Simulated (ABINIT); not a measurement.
# AlBTe3 (Pm-3m): zone-centre phonons

Which modes does AlBTe3 (Pm-3m) have at the zone centre?

Program: ABINIT 10.8.3. Level of theory: DFT LDA, scalar-relativistic, plane waves, PseudoDojo norm-conserving pseudopotentials. Results are calculated unless marked as measured.

The structure was built from a prototype and need not be the compound's stable phase.

### Step 1. Starting point

Symmetry: Pm-3m, No. 221, cubic system. The conventional cell has a = 4.811 Å, b = 4.811 Å, c = 4.811 Å, α = 90.00°, β = 90.00°, γ = 90.00°. Nearest to Al lie 12 Te at 3.40 Å. Nearest to B lie 6 Te at 2.41 Å. Nearest to Te lie 2 B at 2.41 Å and 4 Al at 3.40 Å. Farther neighbours and most contacts between anions are not listed.

### Step 2. A probe with smearing

A first run with smearing and empty bands tells whether the crystal has a gap, which decides between fixed occupations and smearing later on.

probe.abi

```
# ground state
tolvrs 1.0d-08
prtden 1
prtwf 1

# basis, mesh and filling
ecut 34.0
ngkpt 4 4 4
nshiftk 1
shiftk 0.0 0.0 0.0
istwfk *1
occopt 7
tsmear 0.005
nband 37
nstep 100
diemac 9.0
prtebands 0
prtgsr 0
useylm 1

# cell and atoms
acell 9.091850331 9.091850331 9.091850331
rprim 
    1.0 0.0 0.0
    0.0 1.0 0.0
    0.0 0.0 1.0
ntypat 3
znucl 13 5 52
natom 5
typat 1 2 3 3 3
xred 
    0.0 0.0 0.0
    0.5 0.5 0.5
    0.5 0.5 0.0
    0.5 0.0 0.5
    0.0 0.5 0.5
pp_dirpath "./pseudo"
pseudos "Al.upf, B.upf, Te.upf"
```

On the command line:

```sh
$ OMP_NUM_THREADS=1 mpirun -n 4 abinit probe.abi > probe.log
```

Numbers of over 12 decimals in the logs are rounded to 6 here.

probe.abo, the main output file:

```text
[banners, grids, parts of the stress and lines that vanish by symmetry left out]
- input  file    -> probe.abi
- output file    -> probe.abo
- root for input  files -> probei
[...]
Symmetries : space group Pm -3 m (#221); Bravais cP (primitive cubic)
[...]
mpw =        7160          nfft =      110592          nkpt =          10
[...]
== DATASET  1 ==================================================================
[...]
cutoff_energies: {ecut:  34.0, pawecutdg:  -1.0, }
[...]
ETOT  1  -318.89550620246    -3.189E+02 3.096E-01 2.367E+02
 ETOT  2  -319.06753657897    -1.720E-01 2.240E-03 1.715E+02
 ETOT  3  -319.09369494031    -2.616E-02 2.025E-03 1.019E+00
 ETOT  4  -319.09383641904    -1.415E-04 1.449E-03 5.006E-02
 ETOT  5  -319.09384694332    -1.052E-05 1.779E-03 1.316E-03
 ETOT  6  -319.09384712061    -1.773E-07 9.431E-04 5.786E-05
 ETOT  7  -319.09384713166    -1.105E-08 4.806E-04 1.527E-06
 ETOT  8  -319.09384713186    -1.965E-10 6.009E-04 1.862E-08
 ETOT  9  -319.09384713186    -4.093E-12 2.294E-04 1.573E-10
 At SCF step    9       vres2   =  1.57E-10 < tolvrs=  1.00E-08 =>converged.
[...]
sigma(1 1)= -7.47757944E-06  sigma(3 2)=  0.00000000E+00
  sigma(2 2)= -7.47757944E-06  sigma(3 1)=  0.00000000E+00
  sigma(3 3)= -7.47757944E-06  sigma(2 1)=  0.00000000E+00
[...]
convergence: {deltae: -4.093E-12, res2:  1.573E-10, residm:  2.294E-04, diffor: null, }
etotal    :  -3.19093847E+02
[...]
sigma(1 1)= -7.47757944E-06  sigma(3 2)=  0.00000000E+00
  sigma(2 2)= -7.47757944E-06  sigma(3 1)=  0.00000000E+00
  sigma(3 3)= -7.47757944E-06  sigma(2 1)=  0.00000000E+00
[...]
- sigma(1 1)= -2.19997983E-01  sigma(3 2)=  0.00000000E+00
- sigma(2 2)= -2.19997983E-01  sigma(3 1)=  0.00000000E+00
- sigma(3 3)= -2.19997983E-01  sigma(2 1)=  0.00000000E+00
[...]
fcart     -0.0000000000E+00 -0.0000000000E+00 -0.0000000000E+00
           strten     -7.4775794405E-06 -7.4775794405E-06 -7.4775794405E-06
================================================================================

[key lines of the parts left out:]
pressure_GPa:   2.2000E-01
```

Run time: 29 s. Hardware: 4 MPI ranks of Arm Neoverse V1, shared host; 1.9 min of CPU time.

Read from the output:

```yaml
volume_per_atom: 22.27 Å³
pressure: 0.2200 GPa
gap_on_the_k_mesh: 0 eV
```

No gap opens on this mesh, so smearing is kept; the printed pressure holds the stress of the finite basis too.

### Step 3. Rough relaxation

The typed start is rough, so a first relaxation with smearing and loose thresholds takes it towards rest cheaply.

prerelax.abi

```
# relaxation
ionmov 2
optcell 2
dilatmx 1.15
chkdilatmx 0
ntime 40
tolmxf 3.0d-04
tolvrs 1.0d-10
prtwf 0
prtden 0
chksymtnons 0

# basis, mesh and filling
ecut 34.0
ecutsm 3.0
ngkpt 4 4 4
nshiftk 1
shiftk 0.0 0.0 0.0
istwfk *1
occopt 7
tsmear 0.005
nband 37
nstep 100
diemac 1000000.0
prtebands 0
prtgsr 0
useylm 1

# cell and atoms
acell 9.091850331 9.091850331 9.091850331
rprim 
    1.0 0.0 0.0
    0.0 1.0 0.0
    0.0 0.0 1.0
ntypat 3
znucl 13 5 52
natom 5
typat 1 2 3 3 3
xred 
    0.0 0.0 0.0
    0.5 0.5 0.5
    0.5 0.5 0.0
    0.5 0.0 0.5
    0.0 0.5 0.5
pp_dirpath "./pseudo"
pseudos "Al.upf, B.upf, Te.upf"
```

On the command line:

```sh
$ OMP_NUM_THREADS=1 mpirun -n 4 abinit prerelax.abi > prerelax.log
```

prerelax.abo, the main output file:

```text
[banners, grids, parts of the stress and lines that vanish by symmetry left out]
- input  file    -> prerelax.abi
- output file    -> prerelax.abo
- root for input  files -> prerelaxi
[...]
Symmetries : space group Pm -3 m (#221); Bravais cP (primitive cubic)
[...]
mpw =       10852          nfft =      216000          nkpt =          10
[...]
== DATASET  1 ==================================================================
[...]
cutoff_energies: {ecut:  34.0, pawecutdg:  -1.0, }
[...]
ETOT  1  -318.86188068024    -3.189E+02 4.711E-01 3.929E+02
 ETOT  2  -319.07975832927    -2.179E-01 1.349E-02 1.375E+02
 ETOT  3  -319.09194808502    -1.219E-02 1.910E-03 1.925E-01
 ETOT  4  -319.09197629287    -2.821E-05 1.007E-03 3.418E-02
 ETOT  5  -319.09198131048    -5.018E-06 7.640E-04 8.451E-04
[...]
At SCF step   10       vres2   =  6.26E-13 < tolvrs=  1.00E-10 =>converged.
[...]
ETOT  9  -319.09210314624     9.322E-12 6.248E-05 3.705E-12
 At SCF step    9       vres2   =  3.71E-12 < tolvrs=  1.00E-10 =>converged.
[...]
sigma(1 1)= -3.37805461E-07  sigma(3 2)=  0.00000000E+00
  sigma(2 2)= -3.37805461E-07  sigma(3 1)=  0.00000000E+00
  sigma(3 3)= -3.37805461E-07  sigma(2 1)=  0.00000000E+00
[...]
convergence: {deltae:  9.322E-12, res2:  3.705E-12, residm:  6.248E-05, diffor: null, }
etotal    :  -3.19092103E+02
[...]
At Broyd/MD step   3, gradients are converged :
[...]
sigma(1 1)= -3.37805461E-07  sigma(3 2)=  0.00000000E+00
  sigma(2 2)= -3.37805461E-07  sigma(3 1)=  0.00000000E+00
  sigma(3 3)= -3.37805461E-07  sigma(2 1)=  0.00000000E+00
[...]
- sigma(1 1)= -9.93857979E-03  sigma(3 2)=  0.00000000E+00
- sigma(2 2)= -9.93857979E-03  sigma(3 1)=  0.00000000E+00
- sigma(3 3)= -9.93857979E-03  sigma(2 1)=  0.00000000E+00
[...]
fcart     -0.0000000000E+00 -0.0000000000E+00 -0.0000000000E+00
           strten     -3.3780546086E-07 -3.3780546087E-07 -3.3780546091E-07
================================================================================

[key lines of the parts left out:]
pressure_GPa:   9.9386E-03
Total energy (etotal) [Ha]= -3.19092103146243E+02
```

The job ended after 2.4 min (4 MPI ranks).

The steps of the relaxation:

| step | energy less that of the first step (eV) | largest force (eV/Å) | volume (Å³) |
| --- | --- | --- | --- |
| 1 | 0.0000 | 0.0000 | 111.37 |
| 2 | -0.0012 | 0.0000 | 111.63 |
| 3 | -0.0033 | 0.0000 | 112.73 |

```
conventional cell, symmetrised  before  after  change
                         a (Å)   4.811  4.831  +0.4 %
                         b (Å)   4.811  4.831  +0.4 %
                         c (Å)   4.811  4.831  +0.4 %
              volume (Å³/atom)   22.27  22.55  +1.2 %
```

The relaxed structure:

```xyz
5
Lattice="4.8307 0.0000 0.0000 0.0000 4.8307 0.0000 0.0000 0.0000 4.8307" Properties=species:S:1:pos:R:3 pbc="T T T"
Al    0.0000    0.0000    0.0000
B     2.4154    2.4154    2.4154
Te    2.4154    2.4154    0.0000
Te    2.4154    0.0000    2.4154
Te    0.0000    2.4154    2.4154
```

Numbers from this step:

```yaml
volume_per_atom: 22.55 Å³
pressure: 0.009939 GPa
```

The volume changes by +1.2 % in this run and stands +1.2 % from the first cell.

### Step 4. Relaxation

The harmonic expansion needs vanishing forces, and a free crystal bears no stress, so cell and atoms are brought to rest. Stress is more sensitive to the basis than forces are: the last 3 Ha under the cutoff are smoothed with ecutsm, and the cutoff is raised above that of the later runs.

relax.abi

```
# relaxation
ionmov 2
optcell 2
dilatmx 1.08
ntime 40
tolmxf 1.0d-05
tolvrs 1.0d-14
prtwf 0
prtden 0
chksymtnons 0

# basis, mesh and filling
ecut 42.0
ecutsm 3.0
ngkpt 6 6 6
nshiftk 1
shiftk 0.0 0.0 0.0
istwfk *1
occopt 7
tsmear 0.01
nband 37
nstep 100
diemac 1000000.0
prtebands 0
prtgsr 0
useylm 1

# cell and atoms
acell 9.128701647 9.128701647 9.128701647
rprim 
    1.0 0.0 0.0
    0.0 1.0 0.0
    0.0 0.0 1.0
ntypat 3
znucl 13 5 52
natom 5
typat 1 2 3 3 3
xred 
    0.0 0.0 0.0
    0.5 0.5 0.5
    0.5 0.5 0.0
    0.5 0.0 0.5
    0.0 0.5 0.5
pp_dirpath "./pseudo"
pseudos "Al.upf, B.upf, Te.upf"
```

On the command line:

```sh
$ OMP_NUM_THREADS=1 mpirun -n 4 abinit relax.abi > relax.log
```

relax.abo, the main output file:

```text
[banners, grids, parts of the stress and lines that vanish by symmetry left out]
- input  file    -> relax.abi
- output file    -> relax.abo
- root for input  files -> relaxi
[...]
Symmetries : space group Pm -3 m (#221); Bravais cP (primitive cubic)
[...]
mpw =       12568          nfft =      216000          nkpt =          20
[...]
== DATASET  1 ==================================================================
[...]
cutoff_energies: {ecut:  42.0, pawecutdg:  -1.0, }
[...]
ETOT  1  -318.81935303908    -3.188E+02 6.854E-01 6.076E+02
 ETOT  2  -319.08189394126    -2.625E-01 1.960E-02 2.454E+02
 ETOT  3  -319.10498160532    -2.309E-02 1.276E-02 7.837E-01
 ETOT  4  -319.10510774068    -1.261E-04 4.245E-03 3.319E-02
 ETOT  5  -319.10511209767    -4.357E-06 1.727E-03 7.240E-04
[...]
At SCF step   12       vres2   =  1.07E-15 < tolvrs=  1.00E-14 =>converged.
[...]
sigma(1 1)=  2.81418979E-05  sigma(3 2)=  0.00000000E+00
  sigma(2 2)=  2.81418979E-05  sigma(3 1)=  0.00000000E+00
  sigma(3 3)=  2.81418979E-05  sigma(2 1)=  0.00000000E+00
[...]
convergence: {deltae:  6.935E-12, res2:  1.065E-15, residm:  1.834E-04, diffor: null, }
etotal    :  -3.19105112E+02
[...]
ETOT  1  -319.10429973091    -3.191E+02 8.415E-03 1.413E+01
[...]
At SCF step   11       vres2   =  8.03E-17 < tolvrs=  1.00E-14 =>converged.
[...]
sigma(1 1)=  2.30172401E-05  sigma(3 2)=  0.00000000E+00
  sigma(2 2)=  2.30172401E-05  sigma(3 1)=  0.00000000E+00
  sigma(3 3)=  2.30172401E-05  sigma(2 1)=  0.00000000E+00
[...]
convergence: {deltae:  1.268E-11, res2:  8.032E-17, residm:  3.088E-05, diffor: null, }
etotal    :  -3.19105161E+02
[...]
ETOT  1  -319.08828102196    -3.191E+02 2.977E-01 2.797E+02
[...]
At SCF step   11       vres2   =  1.08E-15 < tolvrs=  1.00E-14 =>converged.
[...]
sigma(1 1)= -4.53818020E-07  sigma(3 2)=  0.00000000E+00
  sigma(2 2)= -4.53818020E-07  sigma(3 1)=  0.00000000E+00
  sigma(3 3)= -4.53818020E-07  sigma(2 1)=  0.00000000E+00
[...]
convergence: {deltae: -1.467E-11, res2:  1.080E-15, residm:  3.330E-06, diffor: null, }
etotal    :  -3.19105258E+02
[...]
ETOT  1  -319.10525203792    -3.191E+02 2.668E-06 1.030E-01
[...]
ETOT  9  -319.10525827767     1.592E-11 1.251E-06 1.364E-14
 ETOT 10  -319.10525827765     1.205E-11 6.909E-07 1.048E-16
 At SCF step   10       vres2   =  1.05E-16 < tolvrs=  1.00E-14 =>converged.
[...]
sigma(1 1)=  7.00121682E-09  sigma(3 2)=  0.00000000E+00
  sigma(2 2)=  7.00121681E-09  sigma(3 1)=  0.00000000E+00
  sigma(3 3)=  7.00121686E-09  sigma(2 1)=  0.00000000E+00
[...]
convergence: {deltae:  1.205E-11, res2:  1.048E-16, residm:  6.909E-07, diffor: null, }
etotal    :  -3.19105258E+02
[...]
At Broyd/MD step   4, gradients are converged :
[...]
sigma(1 1)=  7.00121682E-09  sigma(3 2)=  0.00000000E+00
  sigma(2 2)=  7.00121681E-09  sigma(3 1)=  0.00000000E+00
  sigma(3 3)=  7.00121686E-09  sigma(2 1)=  0.00000000E+00
[...]
- sigma(1 1)=  2.05982910E-04  sigma(3 2)=  0.00000000E+00
- sigma(2 2)=  2.05982910E-04  sigma(3 1)=  0.00000000E+00
- sigma(3 3)=  2.05982912E-04  sigma(2 1)=  0.00000000E+00
[...]
fcart     -0.0000000000E+00 -0.0000000000E+00 -0.0000000000E+00
           strten      7.0012168181E-09  7.0012168112E-09  7.0012168615E-09
================================================================================

[key lines of the parts left out:]
pressure_GPa:  -2.0598E-04
Total energy (etotal) [Ha]= -3.19105258277653E+02
```

Wall time 7.3 min (4 MPI ranks); 29 min of CPU time.

The steps of the relaxation:

| step | energy less that of the first step (eV) | largest force (eV/Å) | volume (Å³) |
| --- | --- | --- | --- |
| 1 | 0.0000 | 0.0000 | 112.73 |
| 2 | -0.0013 | 0.0000 | 112.44 |
| 3 | -0.0040 | 0.0000 | 111.18 |
| 4 | -0.0040 | 0.0000 | 111.21 |

```csv
"conventional cell, symmetrised",before,after,change
a (Å),4.831,4.809,-0.5 %
b (Å),4.831,4.809,-0.5 %
c (Å),4.831,4.809,-0.5 %
volume (Å³/atom),22.55,22.24,-1.3 %
```

The relaxed structure:

```cif
data_structure
_symmetry_space_group_name_H-M 'P 1'
_symmetry_Int_Tables_number 1
_cell_length_a 4.8089
_cell_length_b 4.8089
_cell_length_c 4.8089
_cell_angle_alpha 90.000
_cell_angle_beta 90.000
_cell_angle_gamma 90.000
_cell_volume 111.21
loop_
_atom_site_label
_atom_site_type_symbol
_atom_site_fract_x
_atom_site_fract_y
_atom_site_fract_z
_atom_site_occupancy
Al1 Al 0.00000 0.00000 0.00000 1
B2 B 0.50000 0.50000 0.50000 1
Te3 Te 0.50000 0.50000 0.00000 1
Te4 Te 0.50000 0.00000 0.50000 1
Te5 Te 0.00000 0.50000 0.50000 1
```

Read from the output:

* volume per atom: 22.24 Å³
* pressure: -2.06e-4 GPa

The volume changes by -1.3 % in this run and stands -0.1 % from the first cell.

### Step 5. Ground state

First-order wavefunctions inherit every error of the ground state, hence the very tight tolvrs. Smearing stays on, as the first look found no gap above 0.3 eV.

gs.abi

```
# ground state
tolvrs 1.0d-16
prtden 1
prtwf 1

# basis, mesh and filling
ecut 34.0
ngkpt 6 6 6
nshiftk 1
shiftk 0.0 0.0 0.0
istwfk *1
occopt 7
tsmear 0.01
nband 37
nstep 100
diemac 1000000.0
prtebands 0
prtgsr 0
useylm 1

# cell and atoms
acell 9.087507568 9.087507568 9.087507568
rprim 
    1.0 0.0 0.0
    0.0 1.0 0.0
    0.0 0.0 1.0
ntypat 3
znucl 13 5 52
natom 5
typat 1 2 3 3 3
xred 
    0.0 0.0 0.0
    0.5 0.5 0.5
    0.5 0.5 0.0
    0.5 0.0 0.5
    0.0 0.5 0.5
pp_dirpath "./pseudo"
pseudos "Al.upf, B.upf, Te.upf"
```

On the command line:

```sh
$ OMP_NUM_THREADS=1 mpirun -n 4 abinit gs.abi > gs.log
```

gs.abo, the main output file:

```text
[banners, grids, parts of the stress and lines that vanish by symmetry left out]
- input  file    -> gs.abi
- output file    -> gs.abo
- root for input  files -> gsi
[...]
Symmetries : space group Pm -3 m (#221); Bravais cP (primitive cubic)
[...]
mpw =        7123          nfft =      110592          nkpt =          20
[...]
== DATASET  1 ==================================================================
[...]
cutoff_energies: {ecut:  34.0, pawecutdg:  -1.0, }
[...]
ETOT  1  -318.88732782534    -3.189E+02 7.437E-01 2.991E+02
 ETOT  2  -319.08418959389    -1.969E-01 1.007E-02 1.095E+02
 ETOT  3  -319.10442168483    -2.023E-02 4.742E-03 5.933E-01
 ETOT  4  -319.10457407734    -1.524E-04 2.525E-03 1.371E-02
 ETOT  5  -319.10457768941    -3.612E-06 1.146E-03 4.506E-04
[...]
ETOT 11  -319.10457778127     1.285E-11 1.368E-04 5.125E-15
 ETOT 12  -319.10457778129    -1.876E-11 1.820E-04 4.679E-17
 At SCF step   12       vres2   =  4.68E-17 < tolvrs=  1.00E-16 =>converged.
[...]
sigma(1 1)=  1.93176210E-05  sigma(3 2)=  0.00000000E+00
  sigma(2 2)=  1.93176210E-05  sigma(3 1)=  0.00000000E+00
  sigma(3 3)=  1.93176210E-05  sigma(2 1)=  0.00000000E+00
[...]
convergence: {deltae: -1.876E-11, res2:  4.679E-17, residm:  1.820E-04, diffor: null, }
etotal    :  -3.19104578E+02
[...]
sigma(1 1)=  1.93176210E-05  sigma(3 2)=  0.00000000E+00
  sigma(2 2)=  1.93176210E-05  sigma(3 1)=  0.00000000E+00
  sigma(3 3)=  1.93176210E-05  sigma(2 1)=  0.00000000E+00
[...]
- sigma(1 1)=  5.68344033E-01  sigma(3 2)=  0.00000000E+00
- sigma(2 2)=  5.68344033E-01  sigma(3 1)=  0.00000000E+00
- sigma(3 3)=  5.68344033E-01  sigma(2 1)=  0.00000000E+00
[...]
fcart     -0.0000000000E+00 -0.0000000000E+00 -0.0000000000E+00
           strten      1.9317621031E-05  1.9317621031E-05  1.9317621031E-05
================================================================================

[key lines of the parts left out:]
pressure_GPa:  -5.6834E-01
```

Run time: 63 s. Hardware: 4 MPI ranks.

Numbers from this step:

* pressure: -0.5683 GPa

The cell stands at -0.57 GPa: the relaxation ran with a smoothed and higher cutoff, and the difference is a stress of the finite basis.

(Continued in part 2 of 4.)

[Host names and launcher messages were left out of these logs when they were recorded.]

[Logs are printed without paths, hosts, clocks, repeated set-up lines and the standing remarks that a program may print on its own settings, such as how far it seeks lower states.]

[Hosts, paths, dates, database ids (printed as entryN), source tags and the programs' standing remarks are cut or masked in the printed files.]
